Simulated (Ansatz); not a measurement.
# YSc in the Bh ordering: electron–phonon coupling and resistivity, part 2 of 3

Question: is the lattice of YSc in the Bh ordering stable, and if so, what are its coupling constant and resistivity?

Ansatz 0.2.0; DFT PBEsol, scalar-relativistic, plane waves, PAW.

So far. Step 2 (Relaxing cell and atoms): The largest force is now zero by symmetry and the largest stress component 0.0065 GPa. Step 3 (Relaxing tightly for phonons): The largest force is now zero by symmetry and the largest stress component 0.0034 GPa, small enough for phonons. The relaxed cell has a = 3.449, c = 5.315 Å (conventional setting).

The structure was built from a prototype and need not be the compound's stable phase.

**4. Lattice stability: q 2×2×2, k 6×6×4**

Before any scattering is computed, the phonons show whether the structure is a minimum.

File input.yaml:

```yaml
crystal:
  lattice:
    - [3.4494148025, 2.8856e-06, 0.0]
    - [-1.7247099003, 2.9872794043, 0.0]
    - [0.0, 0.0, 5.3145291156]
  atoms:
    - { symbol: Sc, position: [0.3333333333, 0.6666666667, 0.25] }
    - { symbol: "Y", position: [0.6666666667, 0.3333333333, 0.75] }
kpoints:
  mp_grid: { grid: [6, 6, 4] }
hamiltonian:
  xc: pbesol
scf:
  occupations: { method: methfessel_paxton, width: 0.2 }
output:
  eigenvalues: true
phonons:
  method: dfpt
  qmesh: [2, 2, 2]
  temperatures: { t_max: 1000, t_step: 50 }
  qpath:
    path:
      - [[0.0, 0.0, 0.0], [0.5, 0.0, 0.0], [0.33333333, 0.33333333, 0.0], [0.0, 0.0, 0.0], [0.0, 0.0, 0.5], [0.5, 0.0, 0.5], [0.33333333, 0.33333333, 0.5], [0.0, 0.0, 0.5]]
      - [[0.5, 0.0, 0.5], [0.5, 0.0, 0.0]]
      - [[0.33333333, 0.33333333, 0.5], [0.33333333, 0.33333333, 0.0]]
    npoints: 10
```

Launch:

```bash
$ ansatz run input.yaml --threads 4 --pin off --max-ram 8192MiB --backend cpu --events-out ev --progress --plain --runs-dir out
```

Numbers of over 12 decimals in the logs are rounded to 6 here.

The log of the run:

```text
Warning: phonons: the dynamical matrix that this run interpolates holds no multipole term above the dipole-dipole one, and a site of this crystal is no centre of inversion, so its interpolated transverse optical and acoustic branches and sound speeds can stay off near Gamma, and the density of states and the thermodynamics with them. What a run solves at a wave vector of phonons.qpoints, Gamma apart, where the deck admits one, is free of this, and under fd what a larger phonons.supercell samples
[...]
Crystal: 2 atoms, lattice volume = 54.763 Å³
Basis set: ecut = 420 eV, 1085 PW (Γ), exchange–correlation on 48×48×72 points (8 copies of the dense FFT grid, shifted against one another)
Bands: 15, of which v1, the nominal top of the filled ones, is band 11 counted from 1 (10 counted from 0)
Symmetry: 12 space group operations
k-points: 21 of 144 (time reversal used)
[...]
SCF iter   1: F=—  HF=-5906.360078 eV  |F-HF|=—  |Δ(HF+E_count)|=         —  Δρ=3.82e-3  dr2=1.02e-2  ethr=1.77e-3  ⟨swp⟩=4.0  Hψ=1235  notcnv=0
[...]
SCF iter   9: F=-5906.357921 eV  HF=-5906.357921 eV  |F-HF|=0.00e0  |Δ(HF+E_count)|=  1.46e-11  S|Δr|=    0.00e0  Δρ=3.06e-8  dr2=2.78e-13  ethr=1.00e-12  ⟨swp⟩=5.0  Hψ=1203  notcnv=0
SCF 1 converged in 9 iterations: F = -5906.357921 eV  dr2 = 2.78e-13
[...]
SCF iter   1: F=—  HF=-5906.357918 eV  |F-HF|=—  |Δ(HF+E_count)|=         —  Δρ=7.08e-7  dr2=2.24e-10  ethr=4.88e-8  ⟨swp⟩=3.0  Hψ=2206  notcnv=0
eigensolver tolerance schedule: the retry pair's looser diagonalisation over-reported the residual by 47987.93 of it (diagonalisation noise at 3.10 of the residual, at the tolerance the schedule requests for it); recorded, not acted on — ethr = c·dr2/N_el stays at c = 1.0e-1
[...]
SCF iter   2: F=—  HF=-5906.357921 eV  |F-HF|=—  |Δ(HF+E_count)|=   2.88e-6  S|Δr|=    0.00e0  Δρ=5.05e-7  dr2=1.98e-10  ethr=1.02e-12  ⟨swp⟩=3.0  Hψ=758  notcnv=0
[...]
SCF iter   5: F=-5906.357921 eV  HF=-5906.357921 eV  |F-HF|=0.00e0  |Δ(HF+E_count)|=  7.28e-12  S|Δr|=    0.00e0  Δρ=1.11e-7  dr2=5.42e-12  ethr=1.00e-12  ⟨swp⟩=1.0  Hψ=714  notcnv=0
SCF 2 converged in 5 iterations: F = -5906.357921 eV  dr2 = 5.42e-12
phonons: the bands overlap, so this run is a metal and interpolates without the dipole-dipole term. If the crystal is really an insulator or semiconductor, its LO-TO splitting is missing
NSCF: frozen V_eff on 21 k-points
[...]
DFPT response loops at q = (0, 0, 0) (fractional): preconditioner auto → Kerker (q_TF=auto, 2.344 Å⁻¹) (partly filled bands, converged f_vac=0.000); β = 1.00, the filter's whole step (`scf.mixing.beta` (0.50) is not read by the response loops under this deck's `scf.mixing.preconditioner`; to damp them name `kerker` or `kerker_dos`, under which they read `scf.mixing.beta`, and type it under 1.00, their step now; both keys bind the ground state too); Broyden in place of MSR1
[...]
SCF converged after 9 iterations
Stability not checked: this state was not tested for a lower state beside it, because cold or Methfessel-Paxton smearing, or corrected tetrahedra, fill the levels in a way that the test cannot read (fill_not_monotonic; see scf.lower_state_search)
Free energy (F): -5906.357921 eV
[...]
Internal energy: -5906.351908 eV  (E = F + TS)
E sigma→0 (E₀):  -5906.356418 eV
Entropy (-TS):   -0.006013 eV (-3.007 meV/atom)
Fermi energy:    9.792730 eV
[...]
--- Band table (eV; the first three rows and the last of 21) ---
  k-point 0: bands = [... 7 lower, -12.1494, 4.8041, 7.9226, 10.7743, 11.2830, 11.2830, 11.7185, 12.0036]
  k-point 1: bands = [... 7 lower, -12.1497, 5.2432, 7.5536, 10.4866, 11.1539, 11.1539, 11.4250, 11.6218]
  k-point 2: bands = [... 7 lower, -12.1500, 6.3195, 6.4442, 10.6887, 10.8096, 11.1548, 11.1548, 11.3148]
  k-point 20: bands = [... 7 lower, -12.3867, 9.0758, 9.2081, 9.5647, 9.6494, 10.0589, 10.2391, 12.2586]
--- Phonons (Γ-DFPT): 4 representative perturbations + reference (Σ response iterations 12) ---
  ASR residual: 3.627e-5 → 0.000e0 eV/Å²; symmetrization residual: 4.583e-6 eV/Å²
  ASR residual per site (eV/Å²): 1.54e-5 3.63e-5
  Γ frequencies (cm⁻¹): 0.00 0.00 0.00 109.04 109.04 198.72
--- Phonons (arbitrary-q DFPT): 4 irreducible q on the 2×2×2 mesh ---
  q = [0.0000, 0.0000, 0.0000] (star 1, of the zone-centre solve; hermiticity 1.06e-6, symmetrization 5.28e-7): -0.00 -0.00 0.00 109.04 109.04 198.72
  q = [0.0000, 0.0000, -0.5000] (star 1, 4 solved perturbations in 162 linear systems a pass and spin channel, the states on 60 of 144 k-point pairs; hermiticity 1.95e-6, symmetrization 1.98e-6): 66.76 66.76 93.40 93.40 113.98 163.32
[...]
sum rule: each row above includes the acoustic sum rule's correction from the zone centre's row sums; it moved no ω² by more than (0.33 cm⁻¹)²
  mesh force constants: q→R imaginary residual 7.55e-18; ASR residual 3.627e-5 → 0.000e0 eV/Å²; symmetrization residual 6.217e-15 eV/Å²
  interpolated dispersion: 93 rows × 6 modes
  density of states and harmonic sums: on the 22×22×12 q-mesh, interpolated from the force constants of a 2×2×2 supercell (no non-analytic term)
  largest difference from the sums on the solved wave vectors: F 7.97e-2 eV, S 1.12e-4 and C_V 3.23e-5 eV/K
  zero-point energy: 0.047236 eV/cell   skipped modes (ω ≤ 0): 3   left out of the sums: 8.61e-5 of the cell's modes: C_V's classical limit lies that fraction below 3 k_B per atom; for a crystal, a wire or a layer, F and S can be off by more, and a phonons.interpolated_qmesh denser along its periods is the remedy for the sampling
```

Elapsed: 21 s, on 4 threads of Arm Neoverse V1, shared host; peak memory 0.54 GiB; 79 s of CPU time.

Numbers from this step:

```
zero point energy                                                              : 0.04724 eV/cell
share of imaginary modes in the plain interpolation between solved wavevectors : 0
highest frequency, solved or plainly interpolated                              : 198.7 cm⁻¹
Debye temperature (second moment)                                              : 246 K
```

Solved on the 2×2×2 mesh alone; all other wavevectors are interpolated. Phonon branches along the path, in cm⁻¹:

```csv
point,branch 1,branch 2,branch 3,branch 4,branch 5,branch 6
Γ,0,0,0,109,109,199
halfway,63,65,96,143,144,197
M,89,102,142,165,173,190
halfway,109,112,148,159,172,185
K,125,134,148,156,169,178
halfway,76,79,105,148,152,195
Γ,0,0,0,109,109,199
halfway,42,42,71,104,104,186
A,67,67,93,93,114,163
halfway,88,96,105,121,124,168
L,88,105,125,140,143,178
halfway,87,109,129,141,146,176
H,86,112,134,143,148,175
halfway,94,94,111,125,129,169
A,67,67,93,93,114,163
jump to L,88,105,125,140,143,178
halfway,94,94,135,153,160,184
M,89,102,142,165,173,190
jump to H,86,112,134,143,148,175
halfway,107,130,131,153,158,177
K,125,134,148,156,169,178
```

The phonon branches as a text plot (rows in cm⁻¹):

```
    195 |*******         *******
    186 |       ****   **       *                         ***
    178 |           ***          *       ********       **   ****
    170 |      **********             ***        ****      **   *
    161 |     *****    **         ****               ***  ***  *
    153 |    **    ****  *                               **  ****
    145 |       ***  *** **              *********      **  ** **
    137 |   *  *     *  * *             ***** ** **     * **    *
    128 |  *        ***    *           * *****  ****    **   ***
    120 | *   *    ** **    *        ** *         * **         **
    112 |*   *    **   *     **   ***  *    *****  * ***     *
    103 |       ***     **     **    **  ***     ** * * *  ** *
     95 |      *                 ********         ****** **
     87 |     ****        *          **  *********  **  ** ***
     79 |   ***          *          **               **
     70 |    *             *    *  **                 **
     62 |  *              *       *
     54 |   *                    *
     46 |                  **  **
     37 | **
     29 | *                 *  *
     21 |*                   *
     12 |*                   *
      4 |                     *
         Γ      M    K        Γ   A       L    H       A|L M|H  K
```

Lowest modes at the softest wavevector of the mesh. Modes at q = (0.000, 0.000, 0.500), with each element's share of the kinetic energy:

```csv
mode,frequency (cm⁻¹),Sc %,Y %
1,66.8,0,100
2,66.8,0,100
3,93.4,100,0
4,93.4,100,0
5,114.0,0,100
6,163.3,100,0
```

Displacements in mode 1 (66.8 cm⁻¹), the largest set to 1, in the home cell:
```
Sc1  0.00  0.00  0.00
Y2  -0.22 -1.00  0.00
```

Displacements in mode 6 (163.3 cm⁻¹), the largest set to 1, in the home cell:
```
Sc1 0.00 0.00 1.00
Y2  0.00 0.00 0.00
```

Among the solved wavevectors the lowest mode, translations apart, is 66.8 cm⁻¹, so these are real on this k mesh.

**5. Electron–phonon run: q 2×2×2, k 6×6×4, scattering 8×8×8**

A first run on coarse meshes.

Changes to input.yaml since step 4:

```diff
@@ -26 +26,5 @@
     npoints: 10
+  electrical_resistivity:
+    mesh: [8, 8, 8]
+    temperatures: [20.0, 50.0, 77.0, 100.0, 150.0, 200.0, 300.0, 400.0, 600.0, 800.0]
+  electron_occupations: "off"
```

The log of the run:

```text
[...]
Crystal: 2 atoms, lattice volume = 54.763 Å³
Basis set: ecut = 420 eV, 1085 PW (Γ), exchange–correlation on 48×48×72 points (8 copies of the dense FFT grid, shifted against one another)
Bands: 15, of which v1, the nominal top of the filled ones, is band 11 counted from 1 (10 counted from 0)
Symmetry: 12 space group operations
k-points: 21 of 144 (time reversal used)
[...]
SCF iter   1: F=—  HF=-5906.360078 eV  |F-HF|=—  |Δ(HF+E_count)|=         —  Δρ=3.82e-3  dr2=1.02e-2  ethr=1.77e-3  ⟨swp⟩=4.0  Hψ=1235  notcnv=0
[...]
SCF iter   9: F=-5906.357921 eV  HF=-5906.357921 eV  |F-HF|=0.00e0  |Δ(HF+E_count)|=  1.46e-11  S|Δr|=    0.00e0  Δρ=3.06e-8  dr2=2.78e-13  ethr=1.00e-12  ⟨swp⟩=5.0  Hψ=1203  notcnv=0
SCF 1 converged in 9 iterations: F = -5906.357921 eV  dr2 = 2.78e-13
[...]
SCF iter   5: F=-5906.357921 eV  HF=-5906.357921 eV  |F-HF|=0.00e0  |Δ(HF+E_count)|=  7.28e-12  S|Δr|=    0.00e0  Δρ=1.11e-7  dr2=5.42e-12  ethr=1.00e-12  ⟨swp⟩=1.0  Hψ=714  notcnv=0
SCF 2 converged in 5 iterations: F = -5906.357921 eV  dr2 = 5.42e-12
[...]
SCF iter   1: F=—  HF=-5906.360078 eV  |F-HF|=—  |Δ(HF+E_count)|=         —  Δρ=3.82e-3  dr2=1.02e-2  ethr=1.77e-3  ⟨swp⟩=4.0  Hψ=1235  notcnv=0
[...]
SCF iter   9: F=-5906.357921 eV  HF=-5906.357921 eV  |F-HF|=0.00e0  |Δ(HF+E_count)|=  1.46e-11  S|Δr|=    0.00e0  Δρ=2.99e-8  dr2=2.58e-13  ethr=1.00e-12  ⟨swp⟩=2.8  Hψ=687  notcnv=0
SCF 3 converged in 9 iterations: F = -5906.357921 eV  dr2 = 2.58e-13
[...]
SCF converged after 9 iterations
[...]
Free energy (F): -5906.357921 eV
[...]
Internal energy: -5906.351908 eV  (E = F + TS)
E sigma→0 (E₀):  -5906.356418 eV
Entropy (-TS):   -0.006013 eV (-3.007 meV/atom)
Fermi energy:    9.792730 eV
[...]
--- Band table (eV; the first three rows and the last of 21) ---
  k-point 0: bands = [... 7 lower, -12.1494, 4.8041, 7.9226, 10.7743, 11.2830, 11.2830, 11.7185, 12.0036]
  k-point 1: bands = [... 7 lower, -12.1497, 5.2432, 7.5536, 10.4866, 11.1539, 11.1539, 11.4250, 11.6218]
  k-point 2: bands = [... 7 lower, -12.1500, 6.3195, 6.4442, 10.6887, 10.8096, 11.1548, 11.1548, 11.3148]
  k-point 20: bands = [... 7 lower, -12.3867, 9.0758, 9.2081, 9.5647, 9.6494, 10.0589, 10.2391, 12.2586]
[...]
ASR residual: 2.448e-5 → 0.000e0 eV/Å²; symmetrization residual: 2.547e-7 eV/Å²
  ASR residual per site (eV/Å²): 3.28e-6 2.45e-5
  Γ frequencies (cm⁻¹): 0.00 0.00 0.00 109.04 109.04 198.72
--- Phonons (arbitrary-q DFPT): 4 irreducible q on the 2×2×2 mesh ---
[...]
interpolated dispersion: 93 rows × 6 modes
[...]
--- Electrical resistivity: potentials and phonons of a 2×2×2 supercell ---
  scattering by harmonic phonons alone, with no dipole-dipole term; scattering by other electrons, impurities, surfaces and spin disorder is left out, and so is spin–orbit coupling
  the resistivity is that of a variational response, whose dependence on the energy is improved iteratively
  at the Fermi level of each mesh (of a tensor a third of its trace):
           mesh   spin    states/(eV spin)  plasma energy (eV)         λ      λ_tr    ħω_log (meV)
          8×8×8                     1.7875              3.7428    0.5490    0.6112          14.312
          4×4×4                     1.8228              3.0148    0.5316    0.6162          14.386
  resistivity on the deck's mesh, µΩ·cm:
     T (K)       trace/3  mesh converged            xx            yy            zz    lowest order   relaxation time
     20.00     7.6954e-2              no     9.5850e-2     9.5849e-2     3.9162e-2       1.4297e-1         9.4473e-2
     50.00      3.1666e0              no      3.8372e0      3.8372e0      1.8254e0        4.0649e0          3.1769e0
     77.00      8.9738e0              no      1.0871e1      1.0871e1      5.1799e0        9.9975e0          8.6239e0
    100.00      1.4285e1              no      1.7303e1      1.7303e1      8.2492e0        1.5243e1          1.3572e1
    150.00      2.5319e1              no      3.0627e1      3.0627e1      1.4703e1        2.6311e1          2.3903e1
    200.00      3.5806e1              no      4.3233e1      4.3233e1      2.0950e1        3.7029e1          3.3763e1
    300.00      5.6359e1              no      6.7793e1      6.7793e1      3.3489e1        5.8309e1          5.3141e1
    400.00      7.7040e1              no      9.2352e1      9.2352e1      4.6416e1        7.9994e1          7.2690e1
    600.00      1.1924e2              no      1.4208e2      1.4208e2      7.3579e1        1.2495e2          1.1259e2
    800.00      1.6195e2              no      1.9177e2      1.9176e2      1.0232e2        1.7127e2          1.5280e2
  mean free path at 20 K (of a tensor a third of its trace): 1887 nm by what each carries, 1570 by the Fermi surface alone
  Hall coefficient in a weak field at 20 K (a third of the trace): -5.992e-11 m³/C (how far it moves between the two finest meshes is not known); by each state's relaxation time: -9.330e-11 m³/C; by a constant relaxation time: -3.136e-11 m³/C
[...]
the resistivity times a path that all electrons share, by the Fermi surface of the deck's mesh alone (a third of the trace): 1.173e-15 Ω·m²
  not converged in the mesh (λ; λ_tr; the resistivity at 20 K by 75.89 %; the resistivity at 50 K by 69.65 %; the resistivity at 77 K by 67.06 %; the resistivity at 100 K by 65.25 %; the resistivity at 150 K by 63.26 %; the resistivity at 200 K by 62.29 %; the resistivity at 300 K by 60.87 %; the resistivity at 400 K by 59.34 %; the resistivity at 600 K by 56.56 %; the resistivity at 800 K by 54.74 %): between neighb [...]
  vibrations of 8 cells: unjudged by the run; compare a larger repeat
  the changes of the potential over all sites missed a rigid shift's by 0.00 % (the site terms' by 0.06 %)
  between the force constants' wavevectors the phonons are obtained by Fourier interpolation alone: phonons.electron_occupations is off
```

Elapsed: 44 s, on 4 threads; peak memory 0.64 GiB; 2.7 min of CPU time.

This step gave:

| Property | Result |
| --- | --- |
| resistivity at 300 K | 56.36 μΩ cm, mean of the axes |
| coupling constant λ | 0.549 |
| density of states at the Fermi level | 1.787 states/eV a spin and cell |
| log mean phonon energy ħω_log | 14.31 meV |
| transport coupling constant λ_tr | 0.6192, 0.6192, 0.5952 (xx, yy, zz) |
| Drude plasma energy | 3.245, 3.245, 4.578 eV (xx, yy, zz) |
| resistivity times mean free path | 14.15, 14.15, 6.882 × 10⁻¹⁶ Ω m² (xx, yy, zz) |
| second-moment phonon energy ħω₂ | 15.55 meV, from the broadened α²F curve |
| coupling λ by branch | 0.119, 0.102, 0.0961, 0.103, 0.0742, 0.0545 (branches by rank of frequency) |

The Eliashberg function α²F has structure finer than the step of the table below, so its rows give means over 1 meV, whole bins alone (the curve runs from 0.096 to 24.5 meV). Peaks (meV: height): α²F 11.1: 0.699, 17.4: 0.569, 20.9: 0.195, 21.8: 0.390; α²F tr 11.1: 1.01, 17.4: 0.647, 21.8: 0.533.

Table of Eliashberg function α²F by phonon energy; means over each step:

```csv
phonon energy (meV),α²F,α²F tr
1,2.8e-6,0
2,1.6e-4,6.2e-5
3,8.0e-4,3.3e-4
4,0.00313,0.00125
5,0.00765,0.00350
6,0.0142,0.00732
7,0.0234,0.0140
8,0.0401,0.0287
9,0.0680,0.0570
10,0.122,0.124
11,0.414,0.557
12,0.276,0.319
13,0.243,0.273
14,0.229,0.235
15,0.251,0.256
16,0.366,0.430
17,0.435,0.496
18,0.451,0.516
19,0.315,0.340
20,0.165,0.168
21,0.146,0.136
22,0.285,0.387
23,0.188,0.227
24,0.0632,0.0500
```

Resistivity, by row:

```csv
T (K),ρ_xx (μΩ cm),ρ_yy,ρ_zz,"ρ by Ziman's lowest order, mean","ρ by relaxation times, mean",within 2 % of the coarser mesh
20,0.09585,0.09585,0.03916,0.143,0.09447,no
50,3.837,3.837,1.825,4.065,3.177,no
77,10.87,10.87,5.18,9.997,8.624,no
100,17.3,17.3,8.249,15.24,13.57,no
150,30.63,30.63,14.7,26.31,23.9,no
200,43.23,43.23,20.95,37.03,33.76,no
300,67.79,67.79,33.49,58.31,53.14,no
400,92.35,92.35,46.42,79.99,72.69,no
600,142.1,142.1,73.58,124.9,112.6,no
800,191.8,191.8,102.3,171.3,152.8,no
```

By its own test the run is not converged in the mesh. λ = 0.549 and 56.4 μΩ cm at 300 K. The run's own test puts 61 % between its two finest meshes on the component of the resistivity at 300 K that moves most, so it is not converged.

[end of part 2 of 3]

[Logs are printed without paths, hosts, clocks, repeated set-up lines and the standing remarks that a program may print on its own settings, such as how far it seeks lower states.]

[Hosts, paths, dates, database ids (printed as entryN), source tags and the programs' standing remarks are cut or masked in the printed files.]
